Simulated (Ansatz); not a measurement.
**Ca_B in BP (F-43m): charge-transition levels and formation energies**

Wanted: the transition levels of a substitutional impurity in BP (F-43m), from a cell of 54 host atoms with 1 B taken out and 1 Ca put in.

Main program and level: Ansatz 0.2.0; place-levels on r2SCAN runs: charge-transition levels and formation energies with image-charge correction and potential alignment at the atomic sites; PAW set soft_1.

## (1) Starting point

The cell holds 54 atoms: 26 B, 27 P and 1 Ca. Cell: a = 9.623 Å, b = 9.623 Å, c = 9.623 Å, α = 60.0°, β = 60.0°, γ = 60.0°. It derives from BP (space group F-43m). Nearest the centre at fractional (0.667, 0.333, 0.667): Ca47 at 0.00 Å, P22 at 1.96 Å, P40 at 1.96 Å, P24 at 1.96 Å, P28 at 1.96 Å, B41 at 3.21 Å, B35 at 3.21 Å, B29 at 3.21 Å.

Known beforehand: the electronic dielectric constant, 9.31, and the static one, 9.42, computed on the host (DFPT, PBEsol, on the r2SCAN cell), and a cell off the functional's own equilibrium shifts the ionic part.

The cell's shortest repeat is 9.6 Å.

## (2) What was run first

A transition level is the Fermi level at which two charge states cost the same, so each charge needs its own total energy, at its own relaxed structure.

Random displacements of about 0.05 Å break the site symmetry at the start, so that the relaxation can reach a distorted minimum if there is one. Forces are taken on a 2×2×2 shifted mesh. The cell holds 1 electron more than the neutral one, with a uniform background that keeps it neutral on the whole.

The sampling was tested on the host first: at the k-points planned (1x1x1 shifted 0.25 0.25 0.25) its energy lies 0.152 eV an atom from the dense-mesh value, so the final energies take a denser sampling.

One of the inputs; charge, spin and start change from state to state.

qm1.relax/input.yaml

```yaml
crystal:
  lattice:
    - [0.0, 6.80455623, 6.80455623]
    - [6.80455623, 0.0, 6.80455623]
    - [6.80455623, 6.80455623, 0.0]
  atoms:
    - { symbol: B, position: [0.0, 0.0, 0.0] }
    - { symbol: P, position: [0.25, 0.25, 0.25] }
[... 2 atom lines left out ...]
    - { symbol: B, position: [0.0, 0.0, 0.66666667] }
    - { symbol: P, position: [0.25, 0.25, 0.91666667] }
[... 2 atom lines left out ...]
    - { symbol: B, position: [0.0, 0.33333333, 0.33333333] }
    - { symbol: P, position: [0.25, 0.58333333, 0.58333333] }
    - { symbol: B, position: [0.0, 0.33333333, 0.66666667] }
[... 10 atom lines left out ...]
    - { symbol: P, position: [0.58333333, 0.25, 0.58333333] }
[... 1 atom line left out ...]
    - { symbol: P, position: [0.58333333, 0.25, 0.91666667] }
    - { symbol: B, position: [0.33333333, 0.33333333, 0.0] }
    - { symbol: P, position: [0.58333333, 0.58333333, 0.25] }
[... 1 atom line left out ...]
    - { symbol: P, position: [0.58333333, 0.58333333, 0.58333333] }
    - { symbol: B, position: [0.33333333, 0.33333333, 0.66666667] }
[... 5 atom lines left out ...]
    - { symbol: B, position: [0.33333333, 0.66666667, 0.66666667] }
[... 1 atom line left out ...]
    - { symbol: B, position: [0.66666667, 0.0, 0.0] }
[... 2 atom lines left out ...]
    - { symbol: P, position: [0.91666667, 0.25, 0.58333333] }
    - { symbol: B, position: [0.66666667, 0.0, 0.66666667] }
[... 1 atom line left out ...]
    - { symbol: B, position: [0.66666667, 0.33333333, 0.0] }
[... 1 atom line left out ...]
    - { symbol: B, position: [0.66666667, 0.33333333, 0.33333333] }
[... 1 atom line left out ...]
    - { symbol: Ca, position: [0.66666667, 0.33333333, 0.66666667] }
[... 3 atom lines left out ...]
    - { symbol: B, position: [0.66666667, 0.66666667, 0.33333333] }
[... 1 atom line left out ...]
    - { symbol: B, position: [0.66666667, 0.66666667, 0.66666667] }
    - { symbol: P, position: [0.91666667, 0.91666667, 0.91666667] }
  host:
    repeats: [3, 3, 3]
    atoms:
      - { symbol: B, position: [0.0, 0.0, 0.0] }
      - { symbol: P, position: [0.75, 0.75, 0.75] }
total_charge: -1
basis:
  ecutwfc: 500
  xc_grid: 2
hamiltonian:
  xc: r2scan
  pseudopotentials: { kind: paw, azcp: { folder: soft_1 } }
kpoints:
  mp_grid: { grid: [2, 2, 2], shift: [0.5, 0.5, 0.5] }
scf:
  occupations: { method: fixed }
  max_iter: 100
output:
  forces: true
  charged_corrections:
    epsilon: 9.31
    static_epsilon: 9.42
    defect_position: [0.666667, 0.333333, 0.666667]
relax:
  f_tol: 0.02
  max_steps: 80
  random_displacement: { amplitude: 0.05, seed: 8347 }
checkpoint:
  write: "../qm1.relax.run"
  compress: false
  write_wavefunctions: true
  write_every: 100000
```

On the command line:

```console
$ ansatz run input.yaml --threads 4 --pin off --max-ram 7536MiB --backend cpu --events-out ev --progress --plain --runs-dir out
```

The run of this state that the levels use, under r2SCAN:

qm1.point/input.yaml

```yaml
crystal:
  checkpoint: "../qm1.relax.run"
  host: checkpoint
total_charge: -1
basis:
  ecutwfc: 500
  xc_grid: 2
hamiltonian:
  xc: r2scan
  pseudopotentials: { kind: paw, azcp: { folder: soft_1 } }
kpoints:
  mp_grid: { grid: [2, 2, 2], shift: [0.5, 0.5, 0.5] }
scf:
  occupations: { method: fixed }
  max_iter: 100
output:
  forces: true
  eigenvalues: true
  charged_corrections:
    epsilon: 9.31
    static_epsilon: 9.42
    defect_position: [0.666667, 0.333333, 0.666667]
  eigenstates: { localisation: true }
  populations: true
  band_densities: [{ bands: [v1, v1] }, { bands: [c1, c1] }]
  write_density: true
  write_potential: true
  volumetric_format: npy
checkpoint:
  read: "../qm1.relax.run"
  write: "../qm1.point.run"
  compress: false
  write_wavefunctions: false
  write_every: 100000
```

Relaxations under r2SCAN at a 2×2×2 shifted mesh; times on 4 threads of Arm Neoverse V1, shared host:

| charge | moment (μB) | occupations | outcome | steps | largest displacement against the far atoms (Å) | time |
| --- | --- | --- | --- | --- | --- | --- |
| −1 | 0 | fixed | converged | 11 | 0.86 | 4.7 min |
| 0 | 1 | fixed | converged | 12 | 0.83 | 15 min |
| +1 | 0 | fixed | converged | 20 | 0.88 | 8.6 min |
| +1 | 2 | fixed | converged | 14 | 0.83 | 15 min |
| −1 | 2 | fixed | converged | 12 | 0.80 | 14 min |

Single points under r2SCAN at a 2×2×2 shifted mesh; times on 4 threads of Arm Neoverse V1, shared host:

| charge | moment (μB) | occupations | outcome | time |
| --- | --- | --- | --- | --- |
| −1 | 0 | fixed | converged | 29 s |
| 0 | 1 | fixed | converged | 60 s |
| +1 | 0 | fixed | converged | 30 s |
| +1 | 2 | fixed | converged | 66 s |
| −1 | 2 | fixed | converged | 60 s |

Distances (Å) from Ca47 to the nearest atoms after relaxation with r2SCAN:

| charge | moment (μB) | 1. | 2. | 3. | 4. | 5. | 6. |
| --- | --- | --- | --- | --- | --- | --- | --- |
| −1 | 0 | P 2.46 | P 2.46 | P 2.57 | P 2.57 | B 2.77 | B 2.77 |
| −1 | 2 | P 2.42 | P 2.42 | P 2.54 | P 2.61 | B 2.71 | B 2.71 |
| 0 | 1 | P 2.42 | P 2.42 | P 2.57 | P 2.57 | B 2.75 | B 2.76 |
| +1 | 0 | P 2.43 | P 2.44 | P 2.58 | P 2.58 | B 2.74 | B 2.74 |
| +1 | 2 | P 2.42 | P 2.43 | P 2.62 | P 2.62 | B 2.76 | B 2.77 |

## (3) Placing the levels, r2SCAN

A charged cell interacts with its images and the background, and its potential has another zero than the host's. place-levels removes the first by a point-charge model, screened by the static dielectric constant since the ions have relaxed around the charge, and the second by comparing potentials at atoms far from the defect.

The host is a run of the defect-free crystal in the same cutoffs, grids and k-points, so that basis and sampling errors cancel in part in the differences. The host is run in a cell of 2 atoms on a matching mesh. Its band edges are searched through the zone by a band path, so the gap is smaller than, or equal to, that on the mesh. Chemical potentials are energies per atom of B (alpha-rhombohedral (B12)) and Ca (fcc), run with the same functional and cutoff.

levels.point.yaml

```yaml
host:
  run: host.point.run
states: [qm1.point.run, q0_M1.point.run, qp1.point.run, qp1_M2.point.run, qm1_M2.point.run]
geometry_from:
  qm1.point.run: qm1.relax.run
  q0_M1.point.run: q0_M1.relax.run
  qp1.point.run: qp1.relax.run
  qp1_M2.point.run: qp1_M2.relax.run
  qm1_M2.point.run: qm1_M2.relax.run
  host.point.run: host.relax.run
chemical_potentials:
  B:
    energy: -156.554104
    dataset: <sha256 of the dataset>
  Ca:
    energy: -1821.671293
    dataset: <sha256 of the dataset>
epsilon: 9.31
static_epsilon: 9.42
vertical:
  - { from: qm1.point.run, to: qm1.point_neutral.run }
  - { from: qp1.point.run, to: qp1.point_neutral.run }
  - { from: qp1_M2.point.run, to: qp1_M2.point_neutral.run }
  - { from: qm1_M2.point.run, to: qm1_M2.point_neutral.run }
```

On the command line:

```console
$ ansatz place-levels levels.point.yaml -- --threads 4 --pin off --max-ram 7536MiB
```

Numbers of over 12 decimals in the logs are rounded to 6 here.

Log:

```text
[... repeated set-up lines and file paths are left out, and long positions are rounded to six places ...]
(+1/0) 0.405 eV above the valence edge, 1.003 eV under the conduction edge
(0/-1) 0.921 eV above the valence edge, 0.486 eV under the conduction edge
formation energy of charge +1: +5.873 eV with the Fermi level at the valence edge
formation energy of charge 0: +6.277 eV with the Fermi level at the valence edge
formation energy of charge -1: +7.198 eV with the Fermi level at the valence edge
vertical -1 to 0: no energy, since no alignment is typed
  the change from vertical[0].from (qm1.point.run) to vertical[0].to (qm1.point_neutral.run): by its potential at epsilon 9.31 it stands at 0.582 0.246 0.462, with an rms radius of about 3.1 Å (1.3 1.2 2.6 Å across the planes of the cell's vectors); [...]
vertical +1 to 0: no energy, since no alignment is typed
  the change from vertical[1].from (qp1.point.run) to vertical[1].to (qp1.point_neutral.run): by its potential at epsilon 9.31 it stands at 0.600 0.267 0.117, with an rms radius of about 2.5 Å (1.0 1.0 2.1 Å across the planes of the cell's vectors); [...]
vertical +1 to 0: no energy, since no alignment is typed
  the change from vertical[2].from (qp1_M2.point.run) to vertical[2].to (qp1_M2.point_neutral.run): by its potential at epsilon 9.31 it stands at 0.629 0.296 0.603, with an rms radius of about 2.5 Å (1.6 1.6 1.1 Å across the planes of the cell's vectors); [...]
vertical -1 to 0: no energy, since no alignment is typed
  the change from vertical[3].from (qm1_M2.point.run) to vertical[3].to (qm1_M2.point_neutral.run): by its potential at epsilon 9.31 it stands at 0.029 0.189 0.029, with an rms radius of about 4.7 Å (2.7 2.8 2.7 Å across the planes of the cell's vectors); [...]
  edges by r2scan, gap 1.407 eV; the host is sampled to repeats of 19.25 Å
  the defect's cells are sampled to repeats of 19.25 Å, like sampling
  charge +1: -26419.0645 eV with its correction of +0.422 eV, at epsilon 9.42, aligned at sites: +0.1648 eV, mean over 19 atomic sites at or beyond 4.81 Å from the defect at [0.6667, 0.3333, 0.6667], with +0.000000 for the charge's moments and without [...]
  charge 0: +0.000 eV for its dipole among its images, +0.448 omitted
  charge -1: -26399.2801 eV with its correction of -0.059 eV, at epsilon 9.42, aligned at sites: +0.3169 eV, mean over 19 atomic sites at or beyond 4.81 Å from the defect at [0.6667, 0.3333, 0.6667], with +0.000000 for the charge's moments and without [...]
  charge +1: states[3] (qp1_M2.point.run) stands 0.207 eV higher, with a moment of 2.00 μB against 0.00
  charge -1: states[4] (qm1_M2.point.run) stands 1.182 eV higher, with a moment of 2.00 μB against 0.00
  of states[2] (qp1.point.run): it parts from the run at its places by a charge that spreads by about 2.1 Å along one vector (1.4 Å or more is wide), by its potential at epsilon 9.31, taken for that of held ions (one typed too small widens it), where the cell [...]
  of states[1] (q0_M1.point.run): the far atoms show a dipole or second moment of the defect's charge, for which the correction takes or leaves out 0.448 eV: further moments aren't read, and the relaxed atoms' own pattern can pass for one, so compare a larger [...]
  of states[0] (qm1.point.run): it parts from the run at its places by a charge that spreads by about 2.6 Å along one vector (1.4 Å or more is wide), by its potential at epsilon 9.31, taken for that of held ions (one typed too small widens it), where the cell [...]
  of states[3] (qp1_M2.point.run): it parts from the run at its places by a charge that spreads by about 1.6 Å along one vector (1.4 Å or more is wide), by its potential at epsilon 9.31, taken for that of held ions (one typed too small widens it), where the [...]
  of states[4] (qm1_M2.point.run): it parts from the run at its places by a charge that spreads by about 2.8 Å along one vector (1.4 Å or more is wide), by its potential at epsilon 9.31, taken for that of held ions (one typed too small widens it), where the [...]
  of vertical[0].from (qm1.point.run): it parts from the run at its places by a charge that spreads by about 2.6 Å along one vector (1.4 Å or more is wide), by its potential at epsilon 9.31, taken for that of held ions (one typed too small widens it), where [...]
  of vertical[0].to (qm1.point_neutral.run): stability_check_not_made
  of vertical[1].from (qp1.point.run): it parts from the run at its places by a charge that spreads by about 2.1 Å along one vector (1.4 Å or more is wide), by its potential at epsilon 9.31, taken for that of held ions (one typed too small widens it), where [...]
  of vertical[1].to (qp1.point_neutral.run): stability_check_not_made
  of vertical[2].from (qp1_M2.point.run): stability_check_not_made; [...]
  of vertical[2].to (qp1_M2.point_neutral.run): stability_check_not_made
  of vertical[3].from (qm1_M2.point.run): its moments are held at its close (magnetization.spin_locking), by a field of 0.564 eV a Bohr magneton, and its energy and levels are of the state that this holds: a run that lets them go can end lower; [...]
  of vertical[3].to (qm1_M2.point_neutral.run): stability_check_not_made
```

Run time: 0.57 s. Hardware: 4 threads of Arm Neoverse V1, shared host.

Levels between the charges placed, in eV above the valence top:

|  | gap (eV) | (+1/0) | (0/−1) |
| --- | --- | --- | --- |
| r2SCAN | 1.41 | 0.40 | 0.92 |

Corrections by state:

| charge | moment (μB) | image terms and alignment (eV) | band filling (eV) | ε used | over the lowest of its charge, as the program ranks them, band filling apart (eV) |
| --- | --- | --- | --- | --- | --- |
| +1 | 0.0 | 0.422 | - | 9.42 | 0.000 |
| 0 | 1.0 | 0.000 | - | - | 0.000 |
| −1 | 0.0 | -0.059 | - | 9.42 | 0.000 |
| +1 | 2.0 | 0.435 | - | 9.42 | 0.207 |
| −1 | 2.0 | -0.071 | - | 9.42 | 1.182 |

The charged structures listed were also run neutral, and place-levels reads from each pair, by the potential or the spins, how wide the charge is by which they differ; that can be the carrier of either run.

| charge | rms radius (Å) | spread where it is widest against the cell (Å) | wide from (Å) | reading |
| --- | --- | --- | --- | --- |
| +1 | 2.5 | 2.10 | 1.36 | wide |
| −1 | 3.1 | 2.58 | 1.36 | wide |

The neutral runs of these pairs need not share the spin of the lowest neutral state, and very wide values only mean spread over the cell.

From the program's caveats on the states, each cut to its opening words:

- charge +1: it parts from the run at its places by a charge that spreads by about 2.1 Å along one vector (1.4 Å or more is wide), by its potential at epsilon 9.31, taken [...]
- charge +1: its alignment with the host at atomic sites is doubtful: the mean over the far sites moves by -0.0551 eV from their farther parts to their nearer, more than [...]
- charge +1: the far atoms show a dipole or second moment of the defect's charge, for which the correction takes or leaves out 0.946 eV: further moments aren't read, and [...]
- charge 0 (1 μB): the far atoms show a dipole or second moment of the defect's charge, for which the correction takes or leaves out 0.448 eV: further moments aren't read, and [...]
- charge 0 (1 μB), +1 (2 μB), −1 (2 μB): flagged: stability check not made
- charge −1: it parts from the run at its places by a charge that spreads by about 2.6 Å along one vector (1.4 Å or more is wide), by its potential at epsilon 9.31, taken [...]
- charge −1: its alignment with the host at atomic sites is doubtful: the mean over the far sites moves by +0.1447 eV from their farther parts to their nearer, more than [...]
- charge +1 (2 μB): it parts from the run at its places by a charge that spreads by about 1.6 Å along one vector (1.4 Å or more is wide), by its potential at epsilon 9.31, taken [...]
- charge +1 (2 μB): its alignment with the host at atomic sites is doubtful: the mean over the far sites moves by -0.0992 eV from their farther parts to their nearer, more than [...]
- charge +1 (2 μB): the far atoms show a dipole or second moment of the defect's charge, for which the correction takes or leaves out 0.242 eV: further moments aren't read, and [...]
- charge −1 (2 μB): it parts from the run at its places by a charge that spreads by about 2.8 Å along one vector (1.4 Å or more is wide), by its potential at epsilon 9.31, taken [...]
- charge −1 (2 μB): the far atoms show a dipole or second moment of the defect's charge, for which the correction takes or leaves out 0.236 eV: further moments aren't read, and [...]
- charge −1 (2 μB): its moments are held at its close (magnetization.spin_locking), by a field of 0.564 eV a Bohr magneton, and its energy and levels are of the state that this [...]
- charge −1 (2 μB): filled levels lie above empty ones at the fixed electron count

Chemical potentials of the elements' reference phases, run alike. Formation energies (elemental references), with the Fermi level at the valence top and at the conduction bottom (gap 1.41 eV):

| charge | at valence top (eV) | at conduction bottom (eV) | correction included (eV) |
| --- | --- | --- | --- |
| +1 | 5.87 | 7.28 | 0.42 |
| 0 | 6.28 | 6.28 | 0.00 |
| −1 | 7.20 | 5.79 | -0.06 |

```
Fermi level (eV)  lowest formation energy (eV)
            0.00                          5.87
            0.13                          6.00
            0.26                          6.13
            0.38                          6.26
            0.51                          6.28
            0.64                          6.28
            0.77                          6.28
            0.90                          6.28
            1.02                          6.17
            1.15                          6.05
            1.28                          5.92
            1.41                          5.79
```

## (4) Summary of results

- gap of the host: 1.41 eV (r2SCAN)
- level (plus 1/0): 0.40 eV above the valence top
- level (0/minus 1): 0.92 eV above the valence top
- lowest of the charges placed, just above the valence top (0.02 eV): +1
- lowest of the charges placed, just below the conduction bottom (0.02 eV): −1
- lowest formation energy at mid-gap of the charges run, elemental references: 6.28 eV

Of the charges placed (−1, 0 and +1), the lowest changes at 0.40 eV (+1/0) and 0.92 eV (0/−1) above the valence top, in a gap of 1.41 eV. (+1/0) lies nearer to a band edge than the share of the finite-size correction in it (0.42 eV), and that correction holds for a localised charge alone. Charges above +1 and below −1 were not placed, so these runs say nothing of levels that involve them. States placed: +1 at 0 μB and 2 μB; 0 at 1 μB; −1 at 0 μB and 2 μB. Other spin states or structures, where not listed, weren't placed. Ca is taken at its element; compounds, which aren't counted here, bound the chemical potentials and would shift these formation energies. The program doubts the alignment of potentials for at least one state, a sign that the cell is small. What this leaves open: r2SCAN makes the gap too small and tends to spread out bound carriers.

[Logs are printed without paths, hosts, clocks, repeated set-up lines and the standing remarks that a program may print on its own settings, such as how far it seeks lower states.]

[Hosts, paths, dates, database ids (printed as entryN), source tags and the programs' standing remarks are cut or masked in the printed files.]

[Where a table of states has a column of steps, it counts the stored structures, which are thinned; the runs took as many ionic steps or more.]

[A defect's name tells the site on which it was built; relaxed atoms can leave that site.]

[For some hosts the program warned that the k-mesh of the response run may be too coarse for force constants and the static dielectric constant; such warnings are not shown here.]
